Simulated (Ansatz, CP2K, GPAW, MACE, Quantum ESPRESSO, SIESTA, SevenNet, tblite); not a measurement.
# Twisted graphene double bilayer, 27.80° (104 atoms): one structure in several programs

Wanted: errors and costs of other methods on twisted graphene double bilayer, 27.80° (104 atoms). A plane-wave run serves as the reference.

Main program and level: Ansatz 0.2.0; Kohn-Sham DFT, PBE, PAW, plane waves.

## Step 1: The structure

The cell holds 104 atoms: 104 C. Its edges and angles: a = 8.870 Å, b = 8.870 Å, c = 24.180 Å, α = 90.0°, β = 90.0°, γ = 120.0°. It derives from C (graphene). Graphene (a = 2.46 Å) under graphene (a = 2.46 Å), double bilayer, commensurate cell of 13 unit cells a layer, twist 27.80 deg; facing planes 3.33, 3.52, 3.33 Å apart as built; 14 Å of vacuum; minimised with a classical potential. Then every atom was moved at random, 0.05 Å r.m.s. a Cartesian component. Regions: layer 1, 26 atoms (26 C); layer 2, 26 atoms (26 C); layer 3, 26 atoms (26 C); layer 4, 26 atoms (26 C). Vacuum lies along c.

## Step 2: The reference run

The PAW files are the set soft_2.

input.yaml

```yaml
crystal:
  lattice:
    - [8.8697, 0.0, 0.0]
    - [-4.43485, 7.68139, 0.0]
    - [0.0, 0.0, 24.18]
  atoms:
    - { symbol: C, position: [0.12467, 0.18718, 0.29057] }
    - { symbol: C, position: [0.1793, 0.0569, 0.29065] }
    - { symbol: C, position: [0.19462, 0.47171, 0.29176] }
    - { symbol: C, position: [0.25817, 0.35933, 0.28701] }
    [... 94 atom lines left out ...]
    - { symbol: C, position: [0.02305, 0.58761, 0.70802] }
    - { symbol: C, position: [0.08095, 0.77975, 0.71179] }
    - { symbol: C, position: [0.78757, 0.27827, 0.70795] }
    - { symbol: C, position: [0.84171, 0.45871, 0.70953] }
    - { symbol: C, position: [0.71603, 0.50859, 0.70943] }
    - { symbol: C, position: [0.77677, 0.69961, 0.71134] }
kpoints:
  mp_grid: { grid: [1, 1, 1] }
hamiltonian:
  xc: pbe
scf:
  occupations: { method: fermi_dirac, width: 0.05 }
output:
  forces: true
  eigenvalues: true
  populations: true
```

Launch:

```sh
$ ansatz run input.yaml --threads 8 --pin off --max-ram 15872MiB --backend cpu --events-out ev --progress --plain --runs-dir out
```

Numbers of over 12 decimals in the logs are rounded to 6 here.

What it wrote:

```text
[...]
Pseudopotentials: kind: paw
Pseudopotential: C, paw, valence charge 4, recommended cutoff 420 eV (normal), C.paw.azcp
[... 5 lines on functional and potentials left out ...]
Crystal: 104 atoms, lattice volume = 1647.423 Å³
Basis set: ecut = 420 eV, 32187 PW (Γ), exchange–correlation on 120×120×324 points (8 copies of the dense FFT grid, shifted against one another)
Bands: 312, of which v1, the nominal top of the filled ones, is band 208 counted from 1 (207 counted from 0)
Symmetry: 1 space group operations
Space group: P1 (ITA 1), of the structure as read, at distance tolerance 1.2e-4 Å
k-points: 1
[... 3 lines on functional and potentials left out ...]
Initial density: superposition of atomic densities (neutral atoms: chi_scale 0, normalization atom), corrected by the library's trained network
Initial wavefunctions: pseudopotential atomic-orbital guess
[...]
SCF iter   1: F=—  HF=-26076.507609 eV  |F-HF|=—  |Δ(HF+E_count)|=         —  Δρ=3.40e-3  dr2=2.45e-1  ethr=1.77e-3  ⟨swp⟩=13.0  Hψ=2263  notcnv=0  defer=61
preconditioner: auto → Resta (q_TF=auto, 2.169 Å⁻¹)  ε∞=2.6  [insulator: Δε(μ)=2.642 eV  Ē_g=14.880 eV  σ=0.050 eV  W_gap=1.00  n_scr=262 (ndim 8)  ℏωp=18.7 eV  f_vac=0.440  D(μ)=0.00/eV (n_scr^D=0)  ε∞_Penn≈2.6  vacuum switching on, ρ_ref=1.6e-2 e/Å³]
[...]
SCF iter   8: F=—  HF=-26076.502879 eV  |F-HF|=—  |Δ(HF+E_count)|=   1.41e-6  Δρ=4.02e-6  dr2=1.89e-7  ethr=3.67e-10  ⟨swp⟩=2.0  Hψ=409  notcnv=0  defer=94
SCF iter   9: F=-26076.502880 eV  HF=-26076.502880 eV  |F-HF|=1.14e-8  |Δ(HF+E_count)|=   9.62e-7  Δρ=1.53e-6  dr2=6.28e-8  ethr=2.40e-11  ⟨swp⟩=23.0  Hψ=2254  notcnv=0
SCF 1 converged in 9 iterations: F = -26076.502880 eV  dr2 = 6.28e-8
[...]
SCF converged after 9 iterations
Free energy (F): -26076.502880 eV
Harris-Foulkes:  -26076.502880 eV  (|F-HF|=1.14e-8)
Internal energy: -26076.502880 eV  (E = F + TS)
E sigma→0 (E₀):  -26076.502880 eV
Fermi energy:    1.870332 eV
--- Per-component energies (eV) ---
[...]
Σ components = -26076.502880   (vs F -26076.502880, Δ=0.00e0)
--- Forces (eV/Å), atoms counted from 1 ---
  atom   1  C      4.12030641    -1.04755543    -0.64721342
  atom   2  C     -0.73834515    -1.95076351    -0.31864084
  atom   3  C      2.75948753     5.81628904    -0.37926904
  atom   4  C      0.37717950    -0.26325052     0.96524374
[...]
atom 104  C     -3.55236617    -4.50042867    -0.48723708
  max |Σ_I F_I| component: 6.78e-5 eV/Å
--- Band table (eV) ---
  k-point 0: bands = ["-17.7353", "-17.6614", "-17.5759", "-17.5070", [... 296 levels ...], "10.0439", "10.1012", "10.1824", "10.2042", "10.2219", "10.2787", "10.2822", "10.3479", "10.3500", "10.3877", "10.4022", "10.4246"]
--- Löwdin populations: 104 sites ---
  site symbol       q [e]
     0      C      3.9633
     1      C      3.9638
     2      C      3.9704
[...]
103      C      3.9639
  spilling = 0.009341 (of n_electrons = 416.000000)
```

Run time: 9.9 s. Hardware: 8 threads of Arm Neoverse V2, shared host; peak memory 1.7 GiB.

Numbers from this run:

```
free energy                : -26076.5029 eV
free energy per atom       : -250.7356 eV/atom
SCF cycles                 : 9
r.m.s. force component     : 2.963 eV/Å
longest force              : 12.69 eV/Å
Fermi energy               : 1.87 eV
spilling of the projection : 0.009341
```

Length of the force by element:

```tsv
element	coordination	atoms	mean length of the force (eV/Å)	spread	least	most
C	all	104	4.52	2.43	0.223	12.7
```

The mean of these charges, 0.037 e, is only the charge that the projection spills.

Löwdin charges by element (they lack the spilled electrons, 0.037 e an atom on average):

```tsv
element	coordination	atoms	mean charge (e)	spread	least	most
C	all	104	0.0374	0.0078	0.0173	0.056
```

By region:

```tsv
region	atoms	mean length of the force (eV/Å)
layer 1	26	3.92
layer 2	26	4.00
layer 3	26	5.24
layer 4	26	4.92
```

The levels nearest the highest filled one (over half full), pooled over k-points and spins:

```tsv
level less the highest filled one (eV)	occupation
-0.228	2
-0.194	2
-0.155	2
-0.104	2
-0.0514	2
0	2
2.64	0
2.71	0
2.78	0
2.78	0
2.89	0
2.91	0
```

## Step 3: What was run beside it

The programs:
- CP2K 2026.2: Gaussian basis with GTH pseudopotentials and a plane-wave density; labels give functional, basis (MOLOPT sets; SR short-range, UZH the newer set with its own potentials), grid cutoff/relative cutoff and solver (OT: orbital transformation; TRS4, TC2, SIGN: linear-scaling purification with its sparsity filter), or its built-in tight binding.
- GPAW 26.7.0: PAW with atomic orbitals (LCAO), plane waves or a real-space grid of spacing h.
- MACE: machine-learned potential, published weights.
- Quantum ESPRESSO 7.5: plane waves; labels (QE) give functional, pseudopotential set and cutoffs of waves/density.
- SIESTA 5.4.2: numerical atomic orbitals, whose automatically made sets are far from complete, with PseudoDojo norm-conserving potentials that we converted to its format (checked against plane waves on the same files for H, C, O, Si, Ge and Ca alone); labels give functional, basis size, energy shift and mesh cutoff.
- SevenNet: machine-learned potential, published weights.
- tblite 0.8.0: extended tight binding, driven from Python.

All use the same cell and atoms; the electronic-structure runs use the same k-mesh, and an electronic temperature of 580 K (0.05 eV) where levels are smeared.

Differences are against the plane-wave reference, forces as r.m.s. over components; share is that over the reference's r.m.s. force, slope the least-squares factor from reference forces to these. Total energies of different programs have different zeros and aren't compared.

```tsv
run	Δ force, r.m.s. (meV/Å)	share (%)	slope	cores	CPU time	memory (GiB)
reference	-	-	-	8	73 s	1.7
CP2K BLYP, DZVP-MOLOPT-SR, 450/50 Ry, diagonalisation	64.2	2.17	0.996	4	9.3 min	4.2
CP2K GFN1-xTB, diagonalisation	169	5.70	0.979	1	3.3 s	0.22
CP2K PBE, DZVP-MOLOPT-SR, 450/30 Ry, diagonalisation (coarse)	51.4	1.74	1.015	4	7 min	4.2
CP2K PBE, DZVP-MOLOPT-SR, 450/50 Ry, diagonalisation	51.4	1.73	1.015	4	8.6 min	4.2
CP2K PBE, DZVP-MOLOPT-SR, 630/50 Ry, diagonalisation	51.4	1.73	1.015	4	11 min	5.8
CP2K PBE, SZV-MOLOPT-SR, 450/50 Ry, diagonalisation (coarse)	795	26.8	1.264	1	5.7 min	3.1
GPAW LDA, LCAO dzp, h 0.2 Å	172	5.82	1.048	1	91 s	1.0
GPAW PBE, LCAO dzp, h 0.16 Å	208	7.04	1.060	2	2.7 min	1.9
GPAW PBE, LCAO dzp, h 0.2 Å	208	7.02	1.059	1	99 s	1.0
MACE MP-0b3 medium potential	248	8.37	0.948	1	8 s	1.3
MACE MPA-0 medium potential	276	9.32	1.065	1	7.9 s	1.3
QE PBE, gbrv-1.5, 40/200 Ry	23.9	0.807	1.006	4	10 min	2.1
QE PBE, sssp-1.3.0-efficiency, 45/360 Ry	6.99	0.236	1.002	4	14 min	4.3
SIESTA PBE, DZ, shift 0.01 Ry, mesh 300 Ry (coarse)	460	15.5	1.145	1	70 s	0.73
SIESTA PBE, DZP, shift 0.01 Ry, mesh 300 Ry	358	12.1	1.103	2	3.8 min	1.4
SIESTA PBE, SZP, shift 0.01 Ry, mesh 300 Ry (coarse)	726	24.5	1.187	2	2.7 min	1.2
SIESTA PBE, TZP, shift 0.01 Ry, mesh 300 Ry	288	9.73	1.081	4	5.3 min	2.1
SIESTA PBEsol, DZP, shift 0.01 Ry, mesh 300 Ry	394	13.3	1.112	2	3.6 min	1.4
SevenNet l3i5 potential	187	6.32	1.011	1	12 s	2.1
tblite GFN1-xTB	170	5.73	0.979	1	1.7 s	0.13
tblite GFN2-xTB	187	6.30	0.966	1	5.6 s	0.13
```

Rows marked coarse were listed beforehand as settings not expected to be converged; some can still land near the reference.

Times of the machine-learned potentials are mostly Python's start and the loading of weights.

CPU time is summed over cores on a shared host, where runs went side by side, so it is rough. Symmetry, cutoffs, thresholds, outputs and thread counts weren't matched or tuned between programs; memory under MPI is the largest rank's times the ranks.

Runs without a result: CP2K PBE, TZVP-MOLOPT, 450/50 Ry, diagonalisation (cut off at its time limit of 30 min).

Within one program, basis, potentials and functional, energies share a zero. Each run against its twin at the usual cutoff or grid and solver:

```tsv
run	twin	Δ energy (meV/atom)	Δ force, r.m.s. (meV/Å)	CPU time over the twin's
CP2K PBE, DZVP-MOLOPT-SR, 450/30 Ry, diagonalisation	DZVP-MOLOPT-SR, 450/50 Ry, diagonalisation	-0.128	1.04	0.81
CP2K PBE, DZVP-MOLOPT-SR, 630/50 Ry, diagonalisation	DZVP-MOLOPT-SR, 450/50 Ry, diagonalisation	-3.0e-4	0.764	1.2
GPAW PBE, LCAO dzp, h 0.16 Å	LCAO dzp, h 0.2 Å	-72.6	16.0	1.6 (this twin ran on 1 cores)
```

## Step 4: Results

- reference r.m.s. force component: 2.96 eV/Å
- nearest in forces: QE PBE, sssp-1.3.0-efficiency, 45/360 Ry, 0.24 %
- farthest in forces: CP2K PBE, SZV-MOLOPT-SR, 450/50 Ry, diagonalisation (coarse), 27 %
- cheapest electronic-structure run beside the reference: tblite GFN1-xTB, 1.7 s of CPU time

PBE on plane waves or a grid with other potentials, cutoffs or grids, coarse settings apart, differs from the reference by 0.24 % (QE PBE, sssp-1.3.0-efficiency, 45/360 Ry) to 0.81 % (QE PBE, gbrv-1.5, 40/200 Ry) of the r.m.s. force; this holds the reference's own error, so differences of a few per cent don't tell which side is nearer the exact PBE result (QE's 40 Ry are 544 eV, against the reference's 420 eV). The PBE runs in local orbitals, coarse settings apart, differ by 1.7 % (CP2K PBE, DZVP-MOLOPT-SR, 450/50 Ry, diagonalisation) to 12 % (SIESTA PBE, DZP, shift 0.01 Ry, mesh 300 Ry); basis, grid and potentials can all enter. Tight binding differs by 5.7 % (CP2K GFN1-xTB, diagonalisation) to 6.3 % (tblite GFN2-xTB); it is another model, with fitted parameters of its own, and the xTB methods hold dispersion. Machine-learned potentials differ by 6.3 % (SevenNet l3i5 potential) to 9.3 % (MACE MPA-0 medium potential); they were trained on other programs' data. Rows with another functional or a dispersion term differ by 2.2 % (CP2K BLYP, DZVP-MOLOPT-SR, 450/50 Ry, diagonalisation) to 13 % (SIESTA PBEsol, DZP, shift 0.01 Ry, mesh 300 Ry), which mixes the change of model with differences of basis and potentials. Runs with settings chosen to be coarse differ by 1.7 % (CP2K PBE, DZVP-MOLOPT-SR, 450/30 Ry, diagonalisation) to 27 % (CP2K PBE, SZV-MOLOPT-SR, 450/50 Ry, diagonalisation), their programs' other errors included. Of the electronic-structure runs that take under half the reference's CPU time, CP2K GFN1-xTB, diagonalisation is among the nearest, at 5.7 % in 3.3 s against 73 s. CP2K PBE, SZV-MOLOPT-SR, 450/50 Ry, diagonalisation stiffens the forces by a factor of 1.26 while following their directions (correlation 0.999); the slopes of the 6 CP2K runs lie between 0.98 and 1.26. In the reference: no gap is quoted: the bands of a honeycomb sheet meet or nearly meet at one point of the zone, so the spacing of levels depends on whether the mesh holds it and on how the neighbours disturb the sheet. In the reference: Löwdin charges run from +0.02 to +0.06 e, about a mean that is the spilled charge alone. Periodic xTB results under one method name differ between programs and library versions. Machine-learned potentials mimic data converged in k, so the reference's own k-point error enters their differences. The reference's PBE has no dispersion term, which matters for the binding between molecules or layers. One k-point is far too coarse for the carbon or group-IV sheet, and it can put spurious forces of up to about 1 eV/Å on the sheet's atoms. The electronic-structure runs sample only Γ, in a cell whose shortest periodic width is 8 Å.

[Also dropped from logs without a mark: logging warnings of Python, and SIESTA's first energy breakdown and zero terms.]

[Logs are printed without paths, hosts, clocks, repeated set-up lines and the standing remarks that a program may print on its own settings, such as how far it seeks lower states.]

[Hosts, paths, dates, database ids (printed as entryN), source tags and the programs' standing remarks are cut or masked in the printed files.]
